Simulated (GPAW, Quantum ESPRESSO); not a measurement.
# B K-edge XANES of BN (P6_3/mmc), part 2 of 3

Do two independent programs agree on the B K edge of BN (P6_3/mmc)? The same cell and functional are run with XSpectra and with GPAW.

Quantum ESPRESSO 7.5 and GPAW 26.7.0; core-hole supercells, plane-wave PAW PBE.

So far. Step 11 (Excitation energy, B atom 3 (Quantum ESPRESSO)): The total-energy difference is 195.98 eV. With the free-atom term of -5.59 eV for this edge, the photon energy is 190.39 eV. Step 12 (The field without a hole (GPAW)): The mesh shows a gap of 4.32 eV, so the hole is first treated in a charged cell, without the excited electron.

The database entry behind the starting cell differs from later determinations by our own check (about 0.3 % short, minor phase), so it need not match the best structure at ambient conditions.

## Step 13: Spectrum without a core hole, B atom 3 (GPAW)

Without a hole the spectrum is the empty density of states of the right symmetry on the absorber, weighted by matrix elements. It needs only the small cell and serves as the baseline. The data set with a hole of occupation 0 only carries the core orbital.

xas.py

```python
import numpy as np
from ase import Atoms
from ase.parallel import parprint, paropen
from gpaw import GPAW, PW, FermiDirac, Mixer, MixerDif, setup_paths
from gpaw.test import gen
setup_paths.insert(0, '.')
gen('B', name='nch1s', xcname='PBE', corehole=(1, 0, 0), write_xml=True)
from gpaw.mpi import world
world.barrier()

atoms = Atoms('N2B2',
    cell=[[2.49824, 0, 0],
     [-1.24912, 2.1635393, 0],
     [0, 0, 6.6357]],
    scaled_positions=[[0.66666667, 0.33333333, 0.25],
     [0.33333333, 0.66666667, 0.75],
     [0.66666667, 0.33333333, 0.75],
     [0.33333333, 0.66666667, 0.25]],
    pbc=True)
atoms.calc = calc = GPAW(legacy_gpaw=True, mode=PW(500, force_complex_dtype=True), xc='PBE', setups={2: 'nch1s'},
    kpts={'size': (11, 11, 4), 'gamma': True}, occupations=FermiDirac(0.02),
    charge=0, mixer=Mixer(0.1, 5, 50), maxiter=150,
    convergence={'density': 0.0001, 'eigenstates': 1e-6}, txt='scf.txt')
energy = atoms.get_potential_energy() + calc.get_reference_energy()
ef = calc.get_fermi_level()
out = dict(energy=energy, fermi=ef, forces=atoms.get_forces().tolist())
parprint(f'all-electron energy {energy:.4f} eV, Fermi level {ef:.4f} eV')
ev = np.array([[calc.get_eigenvalues(k, s) for k in range(len(calc.get_ibz_k_points()))] for s in range(calc.get_number_of_spins())])
out['homo'], out['lumo'], out['counts'] = ev[ev < ef].max(), ev[ev > ef].min(), sorted(set((ev < ef).sum((0, 2)).tolist()))
out['filled'] = (ev[:, 0] < ef).sum(1).tolist()

from ase.units import Ha
from gpaw.xas import dipole_matrix_elements
nb = int(calc.get_number_of_electrons() / 2) + 25
top = nb
nscf = calc.fixed_density(kpts={'size': (10, 10, 4), 'gamma': True},
    convergence={'eigenstates': 1.0}, txt='nscf.txt')
nscf.diagonalize_full_hamiltonian(nbands=nb)
cell = atoms.cell.array
ops = [cell.T @ U.T @ np.linalg.inv(cell.T) for U in nscf.wfs.kd.symmetry.op_scc]
filled = [8]  # bands filled in the ground state, by spin
E = np.arange(-25, 34, 0.1)
fwhm = np.interp(E, [4, 25], [0.9, 3.5])
Y, X, zero, highest = 0, 0, 1e9, 1e9
for spin in range(nscf.get_number_of_spins()):
    wfs = nscf.wfs
    mine = wfs.bd.get_slice()  # this rank's bands
    A = dipole_matrix_elements(wfs.setups[2])
    eps = np.zeros((wfs.kd.nibzkpts, nb))
    d = np.zeros((3, A.shape[1], wfs.kd.nibzkpts, nb), complex)
    for kpt in wfs.kpt_u:
        if kpt.s == spin and 2 in kpt.P_ani:
            eps[kpt.k, mine] = kpt.eps_n * Ha
            d[:, :, kpt.k, mine] = (kpt.weight * wfs.nspins / 2) ** 0.5 * np.inner(A, kpt.P_ani[2])
    world.sum(eps)
    world.sum(d)
    T = np.einsum('amkn,bmkn->abkn', d, d.conj()).real
    T = sum(np.einsum('ai,ijkn,bj->abkn', R, T, R) for R in ops) / len(ops)
    empty = np.ones_like(eps, bool) & (np.arange(nb) >= filled[spin])
    zero, highest = min(zero, eps[empty].min()), min(highest, eps[:, top - 1].min())
    lines = [(eps, T, empty)] if spin == 0 else lines + [(eps, T, empty)]
for eps, T, empty in lines:
    f = np.einsum('aakn->akn', T).reshape(3, -1)
    x = eps.ravel() - zero
    w = np.interp(x, E, fwhm) / 2.35482
    g = np.exp(-0.5 * ((E[:, None] - x) / w) ** 2) / (w * (2 * np.pi) ** 0.5)
    Y = Y + (f * empty.ravel()) @ g.T
    X = X + (f * ~empty.ravel()) @ g.T
out.update(E=E.round(2).tolist(), xas=Y.tolist(), xes=X.tolist(), zero=zero, valid=highest - zero, nk=len(eps), nb=nb)
for i in range(0, len(E), 10):
    parprint(f'{E[i]:7.2f}', *(f'{v:10.3e}' for v in Y[:, i]))
import json
with paropen('out.json', 'w') as f:
    json.dump(out, f)
```

Run with:

```sh
$ OMP_NUM_THREADS=1 mpirun -n 4 gpaw python xas.py
```

Elapsed: 1.7 min, on 4 MPI ranks of Arm Neoverse V1, shared host; peak memory 0.3 GiB.

The B K spectrum, B atom 3, no core hole (energy from the lowest empty level; intensity scaled to a mean of 1 over the first 20 eV; polarised curves are means over the symmetry-equivalent atoms):

```
E (eV)  isotropic  ε ⊥ c  ε ∥ c
  -2.0       0.00   0.00   0.00
  -1.4       0.00   0.00   0.00
  -0.8       0.01   0.00   0.03
  -0.2       0.26   0.00   0.79
   0.4       1.17   0.00   3.50
   1.0       1.47   0.00   4.41
   1.6       1.09   0.00   3.26
   2.2       0.73   0.01   2.18
   2.8       0.67   0.01   1.98
   3.4       0.43   0.02   1.27
   4.0       0.28   0.02   0.81
   4.6       0.37   0.06   1.00
   5.2       0.44   0.17   0.98
   5.8       0.56   0.45   0.77
   6.4       1.02   1.02   1.04
   7.0       1.57   1.80   1.11
   7.6       1.77   2.07   1.17
   8.2       1.57   1.68   1.35
   8.8       1.21   1.19   1.26
   9.4       0.96   0.93   1.04
  10.0       1.00   1.02   0.98
  10.6       1.22   1.25   1.15
  11.2       1.32   1.27   1.41
  11.8       1.23   1.14   1.42
  12.4       1.17   1.18   1.14
  13.0       1.17   1.34   0.83
  13.6       1.15   1.39   0.68
  14.2       1.07   1.29   0.64
  14.8       1.03   1.23   0.62
  15.4       1.08   1.32   0.60
  16.0       1.17   1.47   0.58
  16.6       1.20   1.52   0.57
  17.2       1.10   1.37   0.55
  17.8       0.91   1.09   0.54
  18.4       0.73   0.83   0.54
  19.0       0.62   0.67   0.53
  19.6       0.61   0.65   0.52
  20.2       0.69   0.78   0.50
  20.8       0.85   1.03   0.50
  21.4       1.09   1.39   0.50
  22.0       1.36   1.78   0.52
  22.6       1.59   2.11   0.54
  23.2       1.71   2.29   0.55
  23.8       1.70   2.28   0.55
  24.4       1.58   2.10   0.53
  25.0       1.38   1.80   0.52
  25.6       1.16   1.47   0.52
  26.2       0.95   1.15   0.54
  26.8       0.78   0.87   0.59
  27.4       0.65   0.64   0.67
  28.0       0.56   0.46   0.76
  28.6       0.52   0.35   0.85
  29.2       0.51   0.29   0.94
  29.8       0.51   0.25   1.02
```

Main maxima below 24 eV (height): 0.9 eV (1.48), 7.5 eV (1.77), 11.2 eV (1.32), 16.4 eV (1.21) and 23.5 eV (1.73). A K edge sees empty p states; at this planar three-fold site the curve for the electric vector normal to the plane peaks at 0.9 eV, where it is mainly π* that absorbs: that direction carries over 70 % of the weight there.

The same matrix elements for filled bands give the B K emission of B atom 3 (ground-state approximation; energy from the lowest empty level, largest value 1):

```csv
E (eV),emission
-24.00,0.00
-23.25,0.00
-22.50,0.00
-21.75,0.02
-21.00,0.07
-20.25,0.13
-19.50,0.28
-18.75,0.35
-18.00,0.06
-17.25,0.00
-16.50,0.00
-15.75,0.00
-15.00,0.00
-14.25,0.00
-13.50,0.04
-12.75,0.24
-12.00,0.30
-11.25,0.21
-10.50,0.31
-9.75,0.51
-9.00,0.78
-8.25,0.98
-7.50,0.79
-6.75,0.59
-6.00,0.47
-5.25,0.22
-4.50,0.06
-3.75,0.00
-3.00,0.00
-2.25,0.00
-1.50,0.00
-0.75,0.00
0.00,0.00
0.75,0.00
1.50,0.00
2.25,0.00
3.00,0.00
```

Emission maxima: -19.0 eV (0.39), -12.2 eV (0.33) and -8.4 eV (1.00).

## Step 14: Reference energy of the supercell (GPAW)

Total energies of two programs can't be mixed, so the cell and mesh of GPAW's hole run get a reference energy of their own.

scf.py

```python
import numpy as np
from ase import Atoms
from ase.parallel import parprint, paropen
from gpaw import GPAW, PW, FermiDirac, Mixer, MixerDif, setup_paths
from gpaw.test import gen
setup_paths.insert(0, '.')
gen('B', name='nch1s', xcname='PBE', corehole=(1, 0, 0), write_xml=True)
from gpaw.mpi import world
world.barrier()

atoms = Atoms('N14B14',
    cell=[[6.2456, 2.1635393, 0],
     [-4.99648, 4.32707861, 0],
     [0, 0, 6.6357]],
    scaled_positions=[[0.23809524, 0.04761905, 0.25],
     [0.38095238, 0.47619048, 0.25],
     [0.52380952, 0.9047619, 0.25],
     [0.66666667, 0.33333333, 0.25],
     [0.80952381, 0.76190476, 0.25],
     [0.95238095, 0.19047619, 0.25],
     [0.0952381, 0.61904762, 0.25],
     [0.19047619, 0.23809524, 0.75],
     [0.33333333, 0.66666667, 0.75],
     [0.47619048, 0.0952381, 0.75],
     [0.61904762, 0.52380952, 0.75],
     [0.76190476, 0.95238095, 0.75],
     [0.9047619, 0.38095238, 0.75],
     [0.04761905, 0.80952381, 0.75],
     [0.23809524, 0.04761905, 0.75],
     [0.38095238, 0.47619048, 0.75],
     [0.52380952, 0.9047619, 0.75],
     [0.66666667, 0.33333333, 0.75],
     [0.80952381, 0.76190476, 0.75],
     [0.95238095, 0.19047619, 0.75],
     [0.0952381, 0.61904762, 0.75],
     [0.19047619, 0.23809524, 0.25],
     [0.33333333, 0.66666667, 0.25],
     [0.47619048, 0.0952381, 0.25],
     [0.61904762, 0.52380952, 0.25],
     [0.76190476, 0.95238095, 0.25],
     [0.9047619, 0.38095238, 0.25],
     [0.04761905, 0.80952381, 0.25]],
    pbc=True)
atoms.calc = calc = GPAW(legacy_gpaw=True, mode=PW(500, force_complex_dtype=True), xc='PBE', setups={14: 'nch1s'},
    kpts={'size': (3, 3, 3), 'gamma': True}, occupations=FermiDirac(0.02),
    charge=0, mixer=Mixer(0.1, 5, 50), maxiter=150,
    convergence={'density': 0.0001, 'eigenstates': 1e-6}, txt='scf.txt')
energy = atoms.get_potential_energy() + calc.get_reference_energy()
ef = calc.get_fermi_level()
out = dict(energy=energy, fermi=ef, forces=atoms.get_forces().tolist())
parprint(f'all-electron energy {energy:.4f} eV, Fermi level {ef:.4f} eV')
ev = np.array([[calc.get_eigenvalues(k, s) for k in range(len(calc.get_ibz_k_points()))] for s in range(calc.get_number_of_spins())])
out['homo'], out['lumo'], out['counts'] = ev[ev < ef].max(), ev[ev > ef].min(), sorted(set((ev < ef).sum((0, 2)).tolist()))
out['filled'] = (ev[:, 0] < ef).sum(1).tolist()
import json
with paropen('out.json', 'w') as f:
    json.dump(out, f)
```

Run with:

```sh
$ OMP_NUM_THREADS=1 mpirun -n 4 gpaw python scf.py
```

Wall time 80 s (4 MPI ranks); peak memory 0.39 GiB; 5.3 min of CPU time.

Reference energy: -30354.898 eV with the cores included.

## Step 15: Spectrum with FCH, B atom 3 (GPAW)

The holes are 6.6 Å apart. The excited electron is left out and a uniform background balances the charge. After the field has converged, empty bands are computed with the density fixed and the dipole matrix elements are summed.

xas.py

```python
import numpy as np
from ase import Atoms
from ase.parallel import parprint, paropen
from gpaw import GPAW, PW, FermiDirac, Mixer, MixerDif, setup_paths
from gpaw.test import gen
setup_paths.insert(0, '.')
gen('B', name='fch1s', xcname='PBE', corehole=(1, 0, 1), write_xml=True)
from gpaw.mpi import world
world.barrier()

atoms = Atoms('N14B14',
    cell=[[6.2456, 2.1635393, 0],
     [-4.99648, 4.32707861, 0],
     [0, 0, 6.6357]],
    scaled_positions=[[0.23809524, 0.04761905, 0.25],
     [0.38095238, 0.47619048, 0.25],
     [0.52380952, 0.9047619, 0.25],
     [0.66666667, 0.33333333, 0.25],
     [0.80952381, 0.76190476, 0.25],
     [0.95238095, 0.19047619, 0.25],
     [0.0952381, 0.61904762, 0.25],
     [0.19047619, 0.23809524, 0.75],
     [0.33333333, 0.66666667, 0.75],
     [0.47619048, 0.0952381, 0.75],
     [0.61904762, 0.52380952, 0.75],
     [0.76190476, 0.95238095, 0.75],
     [0.9047619, 0.38095238, 0.75],
     [0.04761905, 0.80952381, 0.75],
     [0.23809524, 0.04761905, 0.75],
     [0.38095238, 0.47619048, 0.75],
     [0.52380952, 0.9047619, 0.75],
     [0.66666667, 0.33333333, 0.75],
     [0.80952381, 0.76190476, 0.75],
     [0.95238095, 0.19047619, 0.75],
     [0.0952381, 0.61904762, 0.75],
     [0.19047619, 0.23809524, 0.25],
     [0.33333333, 0.66666667, 0.25],
     [0.47619048, 0.0952381, 0.25],
     [0.61904762, 0.52380952, 0.25],
     [0.76190476, 0.95238095, 0.25],
     [0.9047619, 0.38095238, 0.25],
     [0.04761905, 0.80952381, 0.25]],
    pbc=True)
atoms.calc = calc = GPAW(legacy_gpaw=True, mode=PW(500, force_complex_dtype=True), xc='PBE', setups={14: 'fch1s'},
    kpts={'size': (3, 3, 3), 'gamma': True}, occupations=FermiDirac(0.02),
    charge=0, mixer=Mixer(0.1, 5, 50), maxiter=150,
    convergence={'density': 0.0001, 'eigenstates': 1e-6}, txt='scf.txt')
energy = atoms.get_potential_energy() + calc.get_reference_energy()
ef = calc.get_fermi_level()
out = dict(energy=energy, fermi=ef, forces=atoms.get_forces().tolist())
parprint(f'all-electron energy {energy:.4f} eV, Fermi level {ef:.4f} eV')
ev = np.array([[calc.get_eigenvalues(k, s) for k in range(len(calc.get_ibz_k_points()))] for s in range(calc.get_number_of_spins())])
out['homo'], out['lumo'], out['counts'] = ev[ev < ef].max(), ev[ev > ef].min(), sorted(set((ev < ef).sum((0, 2)).tolist()))
out['filled'] = (ev[:, 0] < ef).sum(1).tolist()

from ase.units import Ha
from gpaw.xas import dipole_matrix_elements
nb = int(calc.get_number_of_electrons() / 2) + 152
top, nb = nb, nb + 8 + nb // 12
nscf = calc.fixed_density(kpts={'size': (4, 4, 4), 'gamma': True}, nbands=nb,
    convergence={'bands': top, 'eigenstates': 5e-3}, maxiter=60, txt='nscf.txt')
cell = atoms.cell.array
ops = [cell.T @ U.T @ np.linalg.inv(cell.T) for U in nscf.wfs.kd.symmetry.op_scc]
filled = [56]  # bands filled in the ground state, by spin
E = np.arange(-6, 34, 0.1)
fwhm = np.interp(E, [4, 25], [0.9, 3.5])
Y, X, zero, highest = 0, 0, 1e9, 1e9
for spin in range(nscf.get_number_of_spins()):
    wfs = nscf.wfs
    mine = wfs.bd.get_slice()  # this rank's bands
    A = dipole_matrix_elements(wfs.setups[14])
    eps = np.zeros((wfs.kd.nibzkpts, nb))
    d = np.zeros((3, A.shape[1], wfs.kd.nibzkpts, nb), complex)
    for kpt in wfs.kpt_u:
        if kpt.s == spin and 14 in kpt.P_ani:
            eps[kpt.k, mine] = kpt.eps_n * Ha
            d[:, :, kpt.k, mine] = (kpt.weight * wfs.nspins / 2) ** 0.5 * np.inner(A, kpt.P_ani[14])
    world.sum(eps)
    world.sum(d)
    T = np.einsum('amkn,bmkn->abkn', d, d.conj()).real
    T = sum(np.einsum('ai,ijkn,bj->abkn', R, T, R) for R in ops) / len(ops)
    empty = np.ones_like(eps, bool) & (np.arange(nb) >= filled[spin])
    zero, highest = min(zero, eps[empty].min()), min(highest, eps[:, top - 1].min())
    lines = [(eps, T, empty)] if spin == 0 else lines + [(eps, T, empty)]
for eps, T, empty in lines:
    f = np.einsum('aakn->akn', T).reshape(3, -1)
    x = eps.ravel() - zero
    w = np.interp(x, E, fwhm) / 2.35482
    g = np.exp(-0.5 * ((E[:, None] - x) / w) ** 2) / (w * (2 * np.pi) ** 0.5)
    Y = Y + (f * empty.ravel()) @ g.T
    X = X + (f * ~empty.ravel()) @ g.T
out.update(E=E.round(2).tolist(), xas=Y.tolist(), xes=X.tolist(), zero=zero, valid=highest - zero, nk=len(eps), nb=nb)
for i in range(0, len(E), 10):
    parprint(f'{E[i]:7.2f}', *(f'{v:10.3e}' for v in Y[:, i]))
import json
with paropen('out.json', 'w') as f:
    json.dump(out, f)
```

Run with:

```sh
$ OMP_NUM_THREADS=1 mpirun -n 4 gpaw python xas.py
```

Elapsed: 6.6 min, on 4 MPI ranks; peak memory 0.78 GiB.

The B K spectrum, B atom 3, full core hole (charged cell) (energy from the lowest empty level; intensity scaled to a mean of 1 over the first 20 eV; polarised curves are means over the symmetry-equivalent atoms):

```
E (eV)  isotropic  ε ⊥ c  ε ∥ c
  -2.0       0.00   0.00   0.00
  -1.5       0.00   0.00   0.00
  -1.0       0.05   0.00   0.16
  -0.5       0.92   0.00   2.77
   0.0       3.34   0.00  10.03
   0.5       3.09   0.00   9.28
   1.0       0.96   0.00   2.89
   1.5       0.14   0.00   0.41
   2.0       0.03   0.00   0.08
   2.5       0.08   0.00   0.24
   3.0       0.10   0.00   0.31
   3.5       0.15   0.01   0.43
   4.0       0.24   0.02   0.67
   4.5       0.18   0.06   0.42
   5.0       0.25   0.22   0.32
   5.5       0.74   0.86   0.50
   6.0       1.93   2.66   0.47
   6.5       3.48   5.07   0.31
   7.0       3.78   5.49   0.38
   7.5       2.58   3.57   0.60
   8.0       1.54   1.92   0.77
   8.5       1.10   1.26   0.78
   9.0       0.90   0.98   0.74
   9.5       0.83   0.89   0.73
  10.0       0.82   0.87   0.71
  10.5       0.81   0.87   0.67
  11.0       0.84   0.94   0.64
  11.5       0.95   1.10   0.66
  12.0       1.08   1.28   0.68
  12.5       1.12   1.34   0.69
  13.0       1.05   1.24   0.67
  13.5       0.94   1.10   0.63
  14.0       0.87   1.02   0.57
  14.5       0.84   1.01   0.49
  15.0       0.83   1.03   0.43
  15.5       0.81   1.03   0.39
  16.0       0.79   1.00   0.38
  16.5       0.76   0.95   0.37
  17.0       0.72   0.90   0.37
  17.5       0.67   0.82   0.37
  18.0       0.61   0.72   0.38
  18.5       0.54   0.61   0.39
  19.0       0.49   0.52   0.41
  19.5       0.47   0.49   0.43
  20.0       0.50   0.53   0.43
  20.5       0.57   0.65   0.41
  21.0       0.69   0.83   0.40
  21.5       0.82   1.03   0.39
  22.0       0.94   1.22   0.39
  22.5       1.02   1.33   0.41
  23.0       1.05   1.35   0.44
  23.5       1.00   1.27   0.47
  24.0       0.90   1.11   0.49
  24.5       0.77   0.91   0.50
  25.0       0.65   0.72   0.50
  25.5       0.54   0.56   0.50
  26.0       0.45   0.43   0.49
  26.5       0.40   0.35   0.49
  27.0       0.36   0.29   0.50
  27.5       0.33   0.24   0.52
  28.0       0.32   0.20   0.56
  28.5       0.31   0.16   0.60
```

Main maxima below 24 eV (height): 0.2 eV (3.77), 6.8 eV (3.90), 12.4 eV (1.13) and 22.9 eV (1.05). A K edge sees empty p states; at this planar three-fold site the curve for the electric vector normal to the plane peaks at 0.2 eV, where it is mainly π* that absorbs: that direction carries over 70 % of the weight there.

The hole costs E(hole) − E(ground) = 188.98 eV, and the lowest empty level of the hole cell on the spectrum's mesh lies at 6.32 eV, which puts the zero at 195.31 eV. With the free-atom term of -5.59 eV for this edge, the photon energy is 189.72 eV.

(Continued in part 3 of 3.)

[Logs are printed without paths, hosts, clocks, repeated set-up lines and the standing remarks that a program may print on its own settings, such as how far it seeks lower states.]

[Hosts, paths, dates, database ids (printed as entryN), source tags and the programs' standing remarks are cut or masked in the printed files.]

[Lists of maxima count a maximum above −3 eV only where it reaches 4 % of the highest in the window and stands out from its surroundings by 2 % of it (1.5 % where it reaches 55 %); shoulders and weaker maxima are passed over, and of the rest the first, up to two pre-edge ones and the few strongest are named.]
